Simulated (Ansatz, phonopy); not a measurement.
**SnOs (hypothetical, Pm-3m): thermal expansion from first principles**

Aim: the lattice, expansion, heat capacity and bulk modulus of SnOs (hypothetical) as it warms. The crystal structure is hypothetical: it was made by swapping elements on a known structure type.

Main program and level: Ansatz 0.2.0; DFT PBE, scalar-relativistic, plane waves, PAW.

This is a report of a sequence of runs, with most program output left out.

**1. Set-up**

The structure is cubic, space group Pm-3m (No. 221). Conventional cell: a = 2.923 Å, b = 2.923 Å, c = 2.923 Å, α = 90.00°, β = 90.00°, γ = 90.00°. Nearest to Sn lie 8 Os at 2.53 Å. Nearest to Os lie 8 Sn at 2.53 Å. Farther neighbours are not listed.

**2. A first coarse run**

Before spending time, one coarse run tells the gap and the pressure of the starting cell.

The input, input.yaml:

```yaml
crystal:
  lattice:
    - [2.92291, 0.0, 0.0]
    - [0.0, 2.92291, 0.0]
    - [0.0, 0.0, 2.92291]
  atoms:
    - { symbol: Sn, position: [0.5, 0.5, 0.5] }
    - { symbol: Os, position: [0.0, 0.0, 0.0] }
kpoints:
  mp_grid: { grid: [6, 6, 6] }
hamiltonian:
  xc: pbe
scf:
  occupations: { method: gaussian, width: 0.1 }
output:
  forces: true
  stress: true
  eigenvalues: true
```

Launch:

```console
> ansatz run input.yaml --threads 4 --pin off --max-ram 8192MiB --backend cpu --events-out ev --progress --plain --runs-dir out
```

The job ended after 0.37 s (4 threads of Arm Neoverse V1, shared host; peak memory 0.34 GiB).

This step gave:

* pressure: 138.7 GPa
* volume per atom: 12.49 Å³
* gap on the k-mesh: 0 eV

The start is under 139 GPa at this level and looks like a metal on this mesh.

**3. A loose first relaxation**

The start is far from rest, so a relaxation with loose thresholds first brings it near the minimum.

input.yaml: that of step 2 with these lines changed.

```diff
@@ -18 +18,6 @@
   eigenvalues: true
+relax:
+  adjacent_minimum: "off"
+  f_tol: 0.05
+  max_steps: 80
+  cell: { stress_tol: 0.5 }
```

Elapsed: 2.7 s, on 4 threads; peak memory 0.38 GiB; 8.1 s of CPU time.

Relaxation path:

```csv
step,energy less that of the first step (eV),largest force component (eV/Å),pressure (GPa),volume (Å³)
1,0.0000,0.0000,138.65,24.97
2,-2.2030,0.0000,55.50,28.80
3,-2.9032,0.0000,17.02,32.08
4,-3.0074,0.0000,3.80,33.78
5,-3.0133,0.0000,0.00,34.37
6*,-3.0376,0.0000,0.89,34.37
7,-3.0380,0.0000,0.07,34.51
8*,-3.0380,0.0000,0.07,34.51
```

Relaxation steps marked * repeat the geometry before them on a plane-wave basis chosen anew for their cell, so energy and pressure can jump there.

The run keeps the 48 symmetry operations that it works with, so distortions that break them were not tested.

```csv
"conventional cell, symmetrised",before,after,change
a (Å),2.923,3.256,+11.4 %
b (Å),2.923,3.256,+11.4 %
c (Å),2.923,3.256,+11.4 %
volume (Å³/atom),12.49,17.26,+38.2 %
```

The relaxed structure:

```
Sn Os
1.0
     3.25576    0.00000    0.00000
     0.00000    3.25576    0.00000
     0.00000    0.00000    3.25576
Sn Os
1 1
Direct
  0.50000 0.50000 0.50000
  0.00000 0.00000 0.00000
```

This step gave:

```yaml
pressure: 0.06863 GPa
volume_per_atom: 17.26 Å³
```

The relaxation ends with a pressure of 0.07 GPa.

**4. Finding the static equilibrium**

The vibrations must be taken about the equilibrium of this functional, not about the starting cell, so the structure is relaxed.

input.yaml, the sections that differ from step 3:

```yaml
crystal:
  lattice:
    - [3.2557581579, 0.0, 0.0]
    - [0.0, 3.2557581579, 0.0]
    - [0.0, 0.0, 3.2557581579]
  atoms:
    - { symbol: Sn, position: [0.5, 0.5, 0.5] }
    - { symbol: Os, position: [0.0, 0.0, 0.0] }
kpoints:
  mp_grid: { grid: [14, 14, 14] }
relax:
  adjacent_minimum: "off"
  f_tol: 0.005
  max_steps: 80
  cell: { stress_tol: 0.05 }
# hamiltonian, scf, output: as in step 3
```

Elapsed: 5 s, on 4 threads; peak memory 0.46 GiB; 18 s of CPU time.

Little changed from the start: no atom moved by 0.005 Å and no cell edge by 0.1 %.

This step gave:

| Quantity | Value |
| --- | --- |
| pressure | -0.003848 GPa |
| volume per atom | 17.22 Å³ |

**5. Relaxing to small residual forces and stress**

The relaxation is repeated with tighter thresholds on force and stress, since phonons are sensitive to what is left; a change of mesh or smearing in the input moves the cell too.

The input, input.yaml:

```yaml
crystal:
  lattice:
    - [3.2534030801, 0.0, 0.0]
    - [0.0, 3.2534030801, 0.0]
    - [0.0, 0.0, 3.2534030801]
  atoms:
    - { symbol: Sn, position: [0.5, 0.5, 0.5] }
    - { symbol: Os, position: [0.0, 0.0, 0.0] }
kpoints:
  mp_grid: { grid: [16, 16, 16] }
hamiltonian:
  xc: pbe
scf:
  occupations: { method: methfessel_paxton, width: 0.2 }
output:
  forces: true
  stress: true
  eigenvalues: true
relax:
  adjacent_minimum: "off"
  f_tol: 0.001
  max_steps: 60
  cell: { stress_tol: 0.01 }
```

Elapsed: 6.3 s, on 4 threads; peak memory 0.48 GiB; 23 s of CPU time.

Little changed from the start: no atom moved by 0.005 Å and no cell edge by 0.1 %.

This step gave:

- pressure: -1.18e-4 GPa
- volume per atom: 17.23 Å³

The residual pressure is -1.2e-4 GPa, small enough for phonons.

**6. Phonons on strained cells**

The study relaxes the crystal at several strains, solves the phonons on some of them and minimises the free energy at each temperature (static energy, vibrations, the electrons in a metal, and PV under a set pressure); the q-mesh sets how far the force constants reach.

input.yaml, the sections that differ from step 5:

```yaml
crystal:
  lattice:
    - [3.2539747594, 0.0, 0.0]
    - [0.0, 3.2539747594, 0.0]
    - [0.0, 0.0, 3.2539747594]
  atoms:
    - { symbol: Sn, position: [0.5, 0.5, 0.5] }
    - { symbol: Os, position: [0.0, 0.0, 0.0] }
output:
  eigenvalues: true
phonons:
  method: dfpt
  qmesh: [2, 2, 2]
  temperatures: { t_max: 700.0, t_step: 50 }
  thermal_expansion: {}
# kpoints, hamiltonian, scf: as in step 5
# relax: removed
```

The job ended after 15 min (4 threads; peak memory 1.8 GiB).

This step gave:

```yaml
pressure: -0.04710 GPa
volume_expansion_coefficient_at_298_k: 29.48 1e-6/K
c_p_at_298_k: 24.71 J/mol-atom/K
entropy_at_298_k: 38.41 J/mol-atom/K
isothermal_bulk_modulus_at_298_k: 183.4 GPa
grueneisen_parameter_at_298_k: 2.338
volume_at_298_k: 17.38 Å³/atom
principal_linear_expansion_coefficients_at_298_k: 9.827, 9.827, 9.827 1e-6/K
```

Strained cells of the study; zero-point energy where phonons were solved; the pressures are stresses at a fixed cutoff and can carry an offset from the finite basis. Expansion cells, by row:

```csv
cell,|a| (Å),|b| (Å),|c| (Å),V (Å³/atom),E - E_lowest (meV/atom),"pressure, compression positive (GPa)",gap (eV),zero-point energy (meV/atom)
1,3.254,3.254,3.254,17.23,0,-0.086,-,-
2,3.28,3.28,3.28,17.64,5.966,-4.472,-,-
3,3.228,3.228,3.228,16.82,6.008,4.85,-,-
4,3.254,3.254,3.254,17.23,0,-0.094,-,24.64
5,3.27,3.27,3.27,17.49,2.4,-2.901,-,23.8
6,3.265,3.265,3.265,17.4,1.033,-1.936,-,24.1
7,3.275,3.275,3.275,17.57,3.977,-3.69,-,23.55
8,3.286,3.286,3.286,17.74,8.777,-5.359,-,23
9,3.222,3.222,3.222,16.72,9.48,6.176,-,-
10,3.238,3.238,3.238,16.97,2.29,2.927,-,-
11,3.302,3.302,3.302,18,19.34,-7.708,-,-
```

Quasi-harmonic; a, b, c are the run's own cell vectors. Expansion, by row:

```csv
T (K),a (Å),b (Å),c (Å),alpha (deg),beta (deg),gamma (deg),cell volume (Å³/cell),alpha_a (1e-6/K),alpha_b (1e-6/K),alpha_c (1e-6/K),alpha_V (1e-6/K),C_P (J/mol-atom/K),C_V (J/mol-atom/K),S (J/mol-atom/K),B_T (GPa),B_S (GPa),Grueneisen,extrapolation,fit error (1e-6/K)
0,3.257,3.257,3.257,90,90,90,34.54,0,0,0,0,0,0,0,192.8,192.8,-,0,0
50,3.257,3.257,3.257,90,90,90,34.55,3.57,3.57,3.57,10.7,9.364,9.353,4.052,192.4,192.7,2.289,0,0
100,3.258,3.258,3.258,90,90,90,34.58,7.17,7.17,7.17,21.52,18.65,18.56,13.94,190.9,191.9,2.305,0,0.01
150,3.259,3.259,3.259,90,90,90,34.62,8.52,8.52,8.52,25.55,21.98,21.79,22.23,189.1,190.8,2.312,0,0.01
200,3.261,3.261,3.261,90,90,90,34.66,9.16,9.16,9.16,27.47,23.44,23.14,28.78,187.3,189.7,2.32,0,0
250,3.262,3.262,3.262,90,90,90,34.71,9.55,9.55,9.55,28.65,24.22,23.83,34.1,185.3,188.4,2.329,0,0.01
298.1,3.264,3.264,3.264,90,90,90,34.76,9.83,9.83,9.83,29.48,24.71,24.21,38.41,183.4,187.2,2.338,0,0.01
300,3.264,3.264,3.264,90,90,90,34.76,9.84,9.84,9.84,29.51,24.72,24.22,38.56,183.3,187.2,2.338,0,0.01
350,3.265,3.265,3.265,90,90,90,34.81,10.08,10.08,10.08,30.23,25.09,24.48,42.4,181.3,185.8,2.347,0,0.01
400,3.267,3.267,3.267,90,90,90,34.87,10.29,10.29,10.29,30.88,25.38,24.66,45.77,179.3,184.5,2.357,0,0.01
450,3.269,3.269,3.269,90,90,90,34.92,10.5,10.5,10.5,31.5,25.62,24.79,48.78,177.2,183.2,2.367,0,0.01
500,3.27,3.27,3.27,90,90,90,34.98,10.7,10.7,10.7,32.11,25.85,24.9,51.49,175.1,181.8,2.377,0,0.01
550,3.272,3.272,3.272,90,90,90,35.03,10.91,10.91,10.91,32.72,26.06,24.99,53.96,172.9,180.4,2.388,0,0.02
600,3.274,3.274,3.274,90,90,90,35.09,11.11,11.11,11.11,33.34,26.27,25.07,56.24,170.7,178.9,2.399,0,0.03
650,3.276,3.276,3.276,90,90,90,35.15,11.32,11.32,11.32,33.97,26.48,25.14,58.35,168.5,177.5,2.41,0,0.02
700,3.278,3.278,3.278,90,90,90,35.21,11.54,11.54,11.54,34.63,26.69,25.21,60.32,166.2,176,2.421,0,0.02
```

The expansion coefficient by temperature; values in 1e-6/K:

```csv
temperature (K),volume,principal 1
0,0,0
50,10.7,3.57
100,21.5,7.17
150,25.6,8.52
200,27.5,9.16
250,28.6,9.55
298,29.5,9.83
300,29.5,9.84
350,30.2,10.1
400,30.9,10.3
450,31.5,10.5
500,32.1,10.7
550,32.7,10.9
600,33.3,11.1
650,34.0,11.3
700,34.6,11.5
```

At 298 K the volume expansion is 29.5 × 10⁻⁶/K and B_T is 183 GPa. The q-mesh is coarse, so this is a first estimate. The program raised the cutoff to 487.2 eV by itself: with no cutoff typed, the study takes about 1.16 times the default for its relaxations and scales it with the volume for the phonons.

**7. Free-energy fit**

This step: DFT PBE, scalar-relativistic, plane waves, PAW (phonopy 4.10.0).

Numbers from this step:

```yaml
volume_expansion_coefficient_at_300_k: 29.5 1e-6/K
isothermal_bulk_modulus_at_300_k: 183.2 GPa
c_p_at_300_k: 24.82 J/mol-atom/K
grueneisen_parameter_at_300_k: 2.349
```

Table of energy (each curve on its own zero) by volume; values in meV/atom:

```csv
volume (Å³/atom),static,F at 0 K,F at 300 K,F at 700 K
17.228,0,0.83,2.77,6.31
17.396,1.03,1.31,2,3.23
17.488,2.4,2.38,2.36,2.31
17.565,3.98,3.71,3.08,1.94
17.736,8.78,7.95,5.97,2.39
```

Phonopy-qha, vinet fit of F(V) at each temperature. Qha vinet, by row:

```csv
T (K),fitted volume (Å³/atom),alpha_V (1e-6/K),B_T (GPa),C_P (J/mol-atom/K),Grueneisen
100,17.29,20.45,190.7,18.46,2.192
150,17.31,25.25,188.9,22.12,2.288
200,17.33,27.38,187.1,23.59,2.318
250,17.36,28.62,185.2,24.34,2.335
300,17.38,29.5,183.2,24.82,2.349
350,17.41,30.23,181.2,25.16,2.362
400,17.43,30.88,179.2,25.43,2.375
450,17.46,31.5,177.2,25.67,2.389
500,17.49,32.1,175.1,25.89,2.403
550,17.52,32.71,173,26.1,2.417
600,17.55,33.33,170.8,26.3,2.432
```

Volume expansion coefficient against temperature; values in 1e-6/K:

```csv
temperature (K),"phonopy-qha, Vinet",Ansatz's own study
100,20.4,21.5
150,25.2,25.6
200,27.4,27.5
250,28.6,28.6
300,29.5,29.5
350,30.2,30.2
400,30.9,30.9
450,31.5,31.5
500,32.1,32.1
550,32.7,32.7
600,33.3,33.3
```

The fit gives a volume expansion of 29.5 × 10⁻⁶/K at 300 K, against 29.5 at 298 K from the study itself, whose static fit uses more cells.

**8. Phonons on strained cells, q-mesh 4×4×4**

Thermal expansion follows from how the free energy of the vibrations (and of the electrons in a metal) changes with strain, so the program makes strained cells, their phonons and a fit in one run.

This step: DFT PBE, scalar-relativistic, plane waves, PAW (Ansatz 0.2.0).

input.yaml: that of step 6 with these lines changed.

```diff
@@ -18,3 +18,3 @@
   method: dfpt
-  qmesh: [2, 2, 2]
+  qmesh: [4, 4, 4]
   temperatures: { t_max: 700.0, t_step: 50 }
```

Elapsed: 38 min, on 4 threads; peak memory 4.3 GiB.

The run was cut off at its time limit.

**9. Relaxation under pressure**

The study at pressure needs a start near its own equilibrium, so the cell is first relaxed to that pressure.

input.yaml, the sections that differ from step 8:

```yaml
output:
  forces: true
  stress: true
  eigenvalues: true
relax:
  adjacent_minimum: "off"
  f_tol: 0.001
  max_steps: 60
  cell: { stress_tol: 0.05, p_target: 20.0 }
# crystal, kpoints, hamiltonian, scf: as in step 8
# phonons: removed
```

It took 9.2 s on 4 threads; peak memory 0.48 GiB.

Relaxation path:

```csv
step,energy less that of the first step (eV),largest force component (eV/Å),pressure (GPa),volume (Å³)
1,0.0000,0.0000,0.00,34.45
2,0.5424,0.0000,42.37,29.66
3,0.1198,0.0000,17.18,32.01
4,0.1520,0.0000,19.67,31.73
5,0.1564,0.0000,20.00,31.69
6*,0.1588,0.0000,20.02,31.69
```

Relaxation steps marked * repeat the geometry before them on a plane-wave basis chosen anew for their cell, so energy and pressure can jump there.

The run keeps the 48 symmetry operations that it works with, so distortions that break them were not tested.

```csv
"conventional cell, symmetrised",before,after,change
a (Å),3.254,3.165,-2.7 %
b (Å),3.254,3.165,-2.7 %
c (Å),3.254,3.165,-2.7 %
volume (Å³/atom),17.23,15.85,-8.0 %
```

The relaxed structure:

```
Sn Os
1.0
     3.16460    0.00000    0.00000
     0.00000    3.16460    0.00000
     0.00000    0.00000    3.16460
Sn Os
1 1
Direct
  0.50000 0.50000 0.50000
  0.00000 0.00000 0.00000
```

Numbers from this step:

```
pressure        : 20.02 GPa
volume per atom : 15.85 Å³
```

The cell shrank by 8.0 % in volume.

**10. Phonons on strained cells, pressure 20 GPa, q-mesh 4×4×4**

input.yaml, the sections that differ from step 9:

```yaml
crystal:
  lattice:
    - [3.1646043784, 0.0, 0.0]
    - [0.0, 3.1646043784, 0.0]
    - [0.0, 0.0, 3.1646043784]
  atoms:
    - { symbol: Sn, position: [0.5, 0.5, 0.5] }
    - { symbol: Os, position: [0.0, 0.0, 0.0] }
output:
  eigenvalues: true
phonons:
  method: dfpt
  qmesh: [4, 4, 4]
  temperatures: { t_max: 700.0, t_step: 50 }
  thermal_expansion: { pressure: 20.0 }
# kpoints, hamiltonian, scf: as in step 9
# relax: removed
```

Elapsed: 21 min, on 4 threads; peak memory 4.1 GiB.

The run was cut off at its time limit.

**11. Results**

- settings of these figures: PBE, 487.2 eV, k 16×16×16, q 2×2×2
- volume expansion coefficient at 298 K: 29.48 1e-6/K
- C_P at 298 K: 24.71 J/mol-atom/K
- entropy at 298 K: 38.41 J/mol-atom/K
- isothermal bulk modulus at 298 K: 183.4 GPa
- Grüneisen parameter at 298 K: 2.338
- volume at 298 K: 17.38 Å³/atom
- principal linear expansion coefficients at 298 K: 9.827, 9.827, 9.827 1e-6/K

**Reading.** Near room temperature SnOs (hypothetical) expands by 29.5 × 10⁻⁶/K in volume by PBE, with C_P = 24.7 J/(mol K) per mole of atoms and B_T = 183 GPa. The q-mesh is coarse, and the expansion can converge slowly with it. C_P at room temperature is 99 % of the classical 3R an atom. In this metal the study includes the electrons' free energy, which adds a term that grows with temperature, so the heat capacities need not level off at 3R. The log notes that a few bands missed the eigensolver's threshold in the phonon runs.

[Logs are printed without paths, hosts, clocks, repeated set-up lines and the standing remarks that a program may print on its own settings, such as how far it seeks lower states.]

[Hosts, paths, dates, database ids (printed as entryN), source tags and the programs' standing remarks are cut or masked in the printed files.]

[A step with changed settings may run another functional than the one named; its input shows which.]
